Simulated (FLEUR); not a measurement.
# MnB: which magnetic order is lowest

Wanted: the moments of MnB and the energy of each order that was tried.

Main program and level: FLEUR MaX-R8.1; PBEsol; all-electron FLAPW, Dirac cores, scalar-relativistic bands.

## (1) The starting structure

It takes space group Pnma (No. 62, orthorhombic). The conventional cell has a = 5.563 Å, b = 2.977 Å, c = 4.147 Å, α = 90.00°, β = 90.00°, γ = 90.00°. Nearest to Mn lie 7 B at 2.19 to 2.25 Å. B has 2 B at 1.80 Å and 7 Mn at 2.19 to 2.25 Å nearest. Farther neighbours are not listed.

As a file:

```cif
data_structure
_symmetry_space_group_name_H-M 'Pnma'
_symmetry_Int_Tables_number 62
_cell_length_a 5.5632
_cell_length_b 2.9769
_cell_length_c 4.1472
_cell_angle_alpha 90.000
_cell_angle_beta 90.000
_cell_angle_gamma 90.000
_cell_volume 68.68
loop_
_atom_site_label
_atom_site_type_symbol
_atom_site_symmetry_multiplicity
_atom_site_Wyckoff_symbol
_atom_site_fract_x
_atom_site_fract_y
_atom_site_fract_z
_atom_site_occupancy
Mn1 Mn 4 c 0.17588 0.25000 0.12083 1
B1 B 4 c 0.03410 0.25000 0.61280 1
```

## (2) Start 1: ferro ++++

The parallel start comes first: it shows whether parallel moments hold.

inpgen writes inp.xml from crystal.txt; cutoffs, mixing, functional, smearing and local orbitals are then set in the file. The k list default-1 (kpts.xml, not shown) is a Γ-centred 6×10×8 mesh; where the ranks do not divide the number of points, some are split in two of half the weight.

inp.xml reads:

```
<?xml version="1.0" encoding="UTF-8" standalone="no"?>
<fleurInput fleurInputVersion="0.39">
   <comment>
      MnB
   </comment>
   <calculationSetup>
      <cutoffs Kmax="3.61" Gmax="10.8" GmaxXC="10.8" numbands="0"/>
      <scfLoop itmax="90" minDistance="0.00002" maxIterBroyd="15" imix="Anderson" alpha="0.05" precondParam="0.0" spinf="2.0" sdNocoIR="T"/>
      <coreElectrons ctail="T" frcor="F" kcrel="0" coretail_lmax="0"/>
      <xcFunctional name="PBEs" relativisticCorrections="F"/>
      <magnetism jspins="2"/>
      <soc l_soc="F" theta="0.0" phi="0.0" spav="F"/>
      <expertModes spex="0" secvar="F"/>
      <geometryOptimization l_f="F" forcealpha="1.0" forcemix="BFGS" epsdisp="0.00001" epsforce="0.00001"/>
      <ldaU l_linMix="F" mixParam="0.05" spinf="1.0"/>
   </calculationSetup>
   <cell>
      <bzIntegration valenceElectrons="72.0" mode="hist" fermiSmearingEnergy="0.00293995">
         <kPointListSelection listName="default-1"/>
         <xi:include xmlns:xi="http://www.w3.org/2001/XInclude" href="kpts.xml"> </xi:include>
      </bzIntegration>
      <xi:include xmlns:xi="http://www.w3.org/2001/XInclude" href="sym.xml"> </xi:include>
      <bulkLattice scale="1.0">
         <bravaisMatrix>
            <row-1>   10.5128903613044766     0.0000000000000000     0.0000000000000000</row-1>
            <row-2>    0.0000000000000000     5.6254312140155101     0.0000000000000000</row-2>
            <row-3>    0.0000000000000000     0.0000000000000000     7.8371534421644764</row-3>
         </bravaisMatrix>
      </bulkLattice>
   </cell>
   <atomSpecies>
      <species name="Manganese 3.501" element="Mn" atomicNumber="25">
         <mtSphere radius="2.37" gridPoints="783" logIncrement="0.016"/>
         <atomicCutoffs lmax="8" lnonsphr="6"/>
         <electronConfig flipSpins="F">
            <coreConfig>(1s1/2) (2s1/2) (2p1/2) (2p3/2)</coreConfig>
            <valenceConfig>(3s1/2) (3p1/2) (3p3/2) (4s1/2) (3d3/2) (3d5/2)</valenceConfig>
            <stateOccupation state="(3d3/2)" spinUp="1.2505" spinDown="0.7495"/>
            <stateOccupation state="(3d5/2)" spinUp="3.0" spinDown="0.0"/>
         </electronConfig>
         <energyParameters s="4" p="4" d="3" f="4"/>
         <lo type="SCLO" l="0" n="3" eDeriv="0"/>
         <lo type="SCLO" l="1" n="3" eDeriv="0"/>
      </species>
      <species name="Boron (B)" element="B" atomicNumber="5">
         <mtSphere radius="1.66" gridPoints="549" logIncrement="0.019"/>
         <atomicCutoffs lmax="6" lnonsphr="4"/>
         <electronConfig flipSpins="F">
            <coreConfig>(1s1/2)</coreConfig>
            <valenceConfig>(2s1/2) (2p1/2) (2p3/2)</valenceConfig>
            <stateOccupation state="(2p1/2)" spinUp="0.166667" spinDown="0.166667"/>
            <stateOccupation state="(2p3/2)" spinUp="0.333333" spinDown="0.333333"/>
         </electronConfig>
         <energyParameters s="2" p="2" d="3" f="4"/>
      </species>
   </atomSpecies>
   <atomGroups>
      <atomGroup species="Manganese 3.501">
         <relPos label="                   1">.1758800000 1.000/4.000 .1208300000</relPos>
         <relPos label="                   2">.3241200000 -1.000/4.000 -.3791700000</relPos>
         <relPos label="                   3">-.3241200000 1.000/4.000 .3791700000</relPos>
         <relPos label="                   4">-.1758800000 -1.000/4.000 -.1208300000</relPos>
         <force calculate="T" relaxXYZ="TTT"/>
      </atomGroup>
      <atomGroup species="Boron (B)">
         <relPos label="                   5">.0341000000 1.000/4.000 -.3872000000</relPos>
         <relPos label="                   6">.4659000000 -1.000/4.000 .1128000000</relPos>
         <relPos label="                   7">-.4659000000 1.000/4.000 -.1128000000</relPos>
         <relPos label="                   8">-.0341000000 -1.000/4.000 .3872000000</relPos>
         <force calculate="T" relaxXYZ="TTT"/>
      </atomGroup>
   </atomGroups>
   <output dos="F" band="F" slice="F">
      <bandDOS minEnergy="-.5*Htr" maxEnergy="0.5*Htr" sigma="0.015" storeEVData="T"/>
      <plotting iplot="0" polar="F">
         <plot TwoD="T" vec1="  1.0  0.0  0.0" vec2="  0.0  1.0  0.0" vec3="  0.0  0.0  1.0" zero="  0.0  0.0  0.0" file="plot"/>
      </plotting>
      <moessbauerParams electricFieldGradient="F" isomerShift="F" coreHyperfine="F" valenceHyperfine="F"/>
   </output>
</fleurInput>
```

crystal.txt reads:

```
MnB
&input film=F cartesian=F /
5.56318200000  0.00000000000  0.00000000000
0.00000000000  2.97685000000  0.00000000000
0.00000000000  0.00000000000  4.14724300000
1.8897261246
1.0 1.0 1.0

8
25 0.17588000000  0.25000000000  0.12083000000 : 3.501
25 0.32412000000  0.75000000000  0.62083000000 : 3.501
25 0.67588000000  0.25000000000  0.37917000000 : 3.501
25 0.82412000000  0.75000000000  0.87917000000 : 3.501
5 0.03410000000  0.25000000000  0.61280000000
5 0.46590000000  0.75000000000  0.11280000000
5 0.53410000000  0.25000000000  0.88720000000
5 0.96590000000  0.75000000000  0.38720000000

&kpt div1=6 div2=10 div3=8 gamma=T /
```

Started as:

```sh
> OMP_NUM_THREADS=1 inpgen -f crystal.txt > inpgen.log  # inp.xml is then edited as shown
> OMP_NUM_THREADS=1 mpirun -n 4 fleur_MPI > fleur.log
```

The log of the run:

```text
Welcome to FLEUR        (www.flapw.de)
      MaX-Release 8.1          (www.max-centre.eu)

 ========== k-point set info ==========
 Selected k-point list: default-1
 k-point list type: mesh
 6 x 10 x 8
 Number of k points: 120

 ------------Calculation Setup---------------------------
 Number of MPI-tasks      :            4
 Number of PE/node        :            4
 Number of OMP-threads    :            1
 k-points in parallel     :            4
 pe's per k-point         :            1
 No of k-point loops      :           30
 Eigenvalue solver        :       lapack
 Number of basis functions:          436
 Approximate size of matrices (H+S) per k-point:         0.003 GB
 --------------------------------------------------------
 Iteration:     1   Distance:      28.65776546 me/bohr^3
 Iteration:     2   Distance:      25.98706925 me/bohr^3
 Iteration:     3   Distance:      16.84465436 me/bohr^3
 Iteration:     4   Distance:      18.51200299 me/bohr^3
 Iteration:     5   Distance:       5.90883643 me/bohr^3
 Iteration:     6   Distance:       4.91051109 me/bohr^3
 Iteration:     7   Distance:       2.31708149 me/bohr^3
 Iteration:     8   Distance:       1.80722262 me/bohr^3
 Iteration:     9   Distance:       0.38893531 me/bohr^3
 Iteration:    10   Distance:       0.25441821 me/bohr^3
 Iteration:    11   Distance:       0.07797784 me/bohr^3
 Iteration:    12   Distance:       0.13391387 me/bohr^3
 Iteration:    13   Distance:       0.02102388 me/bohr^3
 Iteration:    14   Distance:       0.00971212 me/bohr^3
 Iteration:    15   Distance:       0.00616914 me/bohr^3
 Iteration:    16   Distance:       0.00585159 me/bohr^3
 Iteration:    17   Distance:       0.00553659 me/bohr^3
 Iteration:    18   Distance:       0.00244228 me/bohr^3
 Iteration:    19   Distance:       0.00087914 me/bohr^3
 Iteration:    20   Distance:       0.00044605 me/bohr^3
 Iteration:    21   Distance:       0.00041992 me/bohr^3
 Iteration:    22   Distance:       0.00009887 me/bohr^3
 Iteration:    23   Distance:       0.00002190 me/bohr^3
 Iteration:    24   Distance:       0.00001909 me/bohr^3

 ********************************************************************
 Run finished successfully
 Stop message:
   all done
 ********************************************************************

--- out.xml (last complete iteration) ---
<iteration numberForCurrentRun="   24" overallNumber="   24">
         <energyParameters units="Htr">
            <atomicEP atomType="1" spin="1" branch="4s" branchLowest="-2.53" branchHighest="1.86" value="0.2128076606"/>
            <atomicEP atomType="1" spin="1" branch="4p" branchLowest="-1.37" branchHighest="2.39" value="0.3377844548"/>
            <atomicEP atomType="1" spin="1" branch="3d" branchLowest="-9.99" branchHighest="0.47" value="0.3220586876"/>
            <atomicEP atomType="1" spin="1" branch="4f" branchLowest="-9.99" branchHighest="3.33" value="0.6436157544"/>
            <loAtomicEP atomType="1" spin="1" branch="3s" branchLowest="-26.68" branchHighest="-2.53" value="-2.5346904451"/>
            <loAtomicEP atomType="1" spin="1" branch="3p" branchLowest="-22.50" branchHighest="-1.37" value="-1.3913107535"/>
            <atomicEP atomType="2" spin="1" branch="2s" branchLowest="-5.93" branchHighest="2.03" value="0.0078825767"/>
            <atomicEP atomType="2" spin="1" branch="2p" branchLowest="-9.99" branchHighest="1.79" value="0.1756652668"/>
            <atomicEP atomType="2" spin="1" branch="3d" branchLowest="-9.99" branchHighest="4.81" value="0.3862284759"/>
            <atomicEP atomType="2" spin="1" branch="4f" branchLowest="-9.99" branchHighest="7.88" value="0.5465748922"/>
            <atomicEP atomType="1" spin="2" branch="4s" branchLowest="-2.45" branchHighest="1.91" value="0.2190703173"/>
            <atomicEP atomType="1" spin="2" branch="4p" branchLowest="-1.29" branchHighest="2.45" value="0.3403255044"/>
            <atomicEP atomType="1" spin="2" branch="3d" branchLowest="-9.99" branchHighest="0.55" value="0.3717662327"/>
            <atomicEP atomType="1" spin="2" branch="4f" branchLowest="-9.99" branchHighest="3.39" value="0.6431191865"/>
            <loAtomicEP atomType="1" spin="2" branch="3s" branchLowest="-26.64" branchHighest="-2.45" value="-2.4557997373"/>
            <loAtomicEP atomType="1" spin="2" branch="3p" branchLowest="-22.48" branchHighest="-1.29" value="-1.3142677258"/>
            <atomicEP atomType="2" spin="2" branch="2s" branchLowest="-5.93" branchHighest="2.02" value="-0.0012817209"/>
            <atomicEP atomType="2" spin="2" branch="2p" branchLowest="-9.99" branchHighest="1.78" value="0.1667029869"/>
            <atomicEP atomType="2" spin="2" branch="3d" branchLowest="-9.99" branchHighest="4.79" value="0.3774614053"/>
            <atomicEP atomType="2" spin="2" branch="4f" branchLowest="-9.99" branchHighest="7.87" value="0.5378163722"/>
         </energyParameters>
         <bandgap value="0.0036640152" units="eV"/>
         <sumValenceSingleParticleEnergies value="-42.1020068722" units="Htr"/>
         <FermiEnergy value="0.4019390250" units="Htr"/>
         <valenceDensity>
            <mtCharges spin="1">
               <mtCharge atomType="1" total="8.0846415" s="1.1821790" p="3.2542186" d="3.6180040" f="0.0245446"/>
               <mtCharge atomType="2" total="0.8198692" s="0.2878076" p="0.5032044" d="0.0252491" f="0.0030537"/>
            </mtCharges>
            <mtCharges spin="2">
               <mtCharge atomType="1" total="6.1217905" s="1.1764539" p="3.2555020" d="1.6619508" f="0.0228233"/>
               <mtCharge atomType="2" total="0.8918403" s="0.3039820" p="0.5636095" d="0.0216738" f="0.0022367"/>
            </mtCharges>
            <spinDependentCharge spin="1" total="39.7381976" interstitial="4.1201546" mtSpheres="35.6180430"/>
            <spinDependentCharge spin="2" total="32.2618024" interstitial="4.2072792" mtSpheres="28.0545232"/>
            <totalCharge value="72.0000000000"/>
         </valenceDensity>
         <coreStates atomType="     1" atomicNumber=" 25" spin="1" kinEnergy="    526.1349970098" eigValSum="   -329.5299398530" lostElectrons=" 0.000000">
            <state n="1" l="0" j="0.5" energy="-235.3330770661" weight="1.0000000000"/>
            <state n="2" l="0" j="0.5" energy="-26.6757466736" weight="1.0000000000"/>
            <state n="2" l="1" j="0.5" energy="-22.7619135378" weight="1.0000000000"/>
            <state n="2" l="1" j="1.5" energy="-22.3796012877" weight="2.0000000000"/>
         </coreStates>
         <coreStates atomType="     1" atomicNumber=" 25" spin="2" kinEnergy="    526.4930696107" eigValSum="   -329.4178252128" lostElectrons=" 0.000000">
            <state n="1" l="0" j="0.5" energy="-235.3332034256" weight="1.0000000000"/>
            <state n="2" l="0" j="0.5" energy="-26.6416043655" weight="1.0000000000"/>
            <state n="2" l="1" j="0.5" energy="-22.7363472046" weight="1.0000000000"/>
            <state n="2" l="1" j="1.5" energy="-22.3533351086" weight="2.0000000000"/>
         </coreStates>
         <coreStates atomType="     2" atomicNumber="  5" spin="1" kinEnergy="     10.7792189686" eigValSum="     -5.9305207870" lostElectrons=" 0.000094">
            <state n="1" l="0" j="0.5" energy="-5.9305207870" weight="1.0000000000"/>
         </coreStates>
         <coreStates atomType="     2" atomicNumber="  5" spin="2" kinEnergy="     10.7759305969" eigValSum="     -5.9325890787" lostElectrons=" 0.000095">
            <state n="1" l="0" j="0.5" energy="-5.9325890787" weight="1.0000000000"/>
         </coreStates>
         <allElectronCharges>
            <spinDependentCharge spin="1" total="63.7381976" interstitial="4.1205042" mtSpheres="59.6176933"/>
            <spinDependentCharge spin="2" total="56.2618024" interstitial="4.2076311" mtSpheres="52.0541713"/>
            <totalCharge value="119.9999999809"/>
         </allElectronCharges>
         <magneticMomentsInMTSpheres units="muBohr">
            <globalMagMoment atomType="1" vec="0.00000   0.00000   1.96285"/>
            <localMagMoment atomType="1" vec="0.00000   0.00000   1.96285"/>
            <globalMagMoment atomType="2" vec="0.00000   0.00000  -0.07197"/>
            <localMagMoment atomType="2" vec="0.00000   0.00000  -0.07197"/>
         </magneticMomentsInMTSpheres>
         <moessbauerParams unitsHFF="kG" unitsIS="e/bohr^3" unitsEFG="Htr/bohr^2">
         </moessbauerParams>
         <totalEnergy value="    -4729.2734971580" units="Htr">
            <sumOfEigenvalues value="    -2725.3455065983">
               <coreElectrons value="-2683.2434997261"/>
               <valenceElectrons value="-42.1020068722"/>
            </sumOfEigenvalues>
            <densityCoulombPotentialIntegral value="-7222.5787919224"/>
            <densityEffectivePotentialIntegral value="-7511.2740813246"/>
            <chargeDenXCDenIntegral value="-220.6346275146"/>
            <FockExchangeEnergyValence value="0.0000000000"/>
            <FockExchangeEnergyCore value="0.0000000000"/>
            <atomTypeDependentContributions atomType="1">
               <electronNucleiInteractionDifferentMTs value="5529.0648141184"/>
               <MadelungTerm value="-34.5774893754"/>
            </atomTypeDependentContributions>
            <atomTypeDependentContributions atomType="2">
               <electronNucleiInteractionDifferentMTs value="109.6530517396"/>
               <MadelungTerm value="-9.9826931751"/>
            </atomTypeDependentContributions>
            <tkbTimesEntropy value="0.0031341814"/>
            <freeEnergy value="-4729.2766313394"/>
            <extrapolationTo0K value="-4729.2750642487"/>
         </totalEnergy>
         <densityConvergence units="me/bohr^3">
            <chargeDensity spin="1" distance="0.0000136989"/>
            <chargeDensity spin="2" distance="0.0000061477"/>
            <overallChargeDensity distance="0.0000093087"/>
            <spinDensity distance="0.0000190855"/>
         </densityConvergence>
      </iteration>
```

The job ended after 3.3 min (4 MPI ranks of Arm Neoverse N1, shared host; peak memory 0.33 GiB; 13 min of CPU time).

Spin moment in the muffin-tin sphere by atom:

| atom | spin moment in the muffin-tin sphere (μB) |
| --- | --- |
| Mn1 | 1.96 |
| Mn2 | 1.96 |
| Mn3 | 1.96 |
| Mn4 | 1.96 |
| B5 | -0.07 |
| B6 | -0.07 |
| B7 | -0.07 |
| B8 | -0.07 |

Read from the output:

```yaml
free_energy: -128690.1731 eV
program_s_band_gap_on_this_mesh_in_a_metal_only_a_level_spacing: 0.003664 eV
magnetization: 7.476 μB
final_state: ferromagnetic, with opposed induced moments
```

After 24 cycles the largest moment stands at 1.96 μB.

(Part 1 of 2 ends here.)

[Logs and program files are shortened in this print: banners, set-up blocks, solver, clock and traceback lines can be left out without a mark of their own.]

[Logs are printed without paths, hosts, clocks, repeated set-up lines and the standing remarks that a program may print on its own settings, such as how far it seeks lower states.]

[Hosts, paths, dates, database ids (printed as entryN), source tags and the programs' standing remarks are cut or masked in the printed files.]

[Where a cell is said to come from a database of computed structures, the database is the Materials Project.]
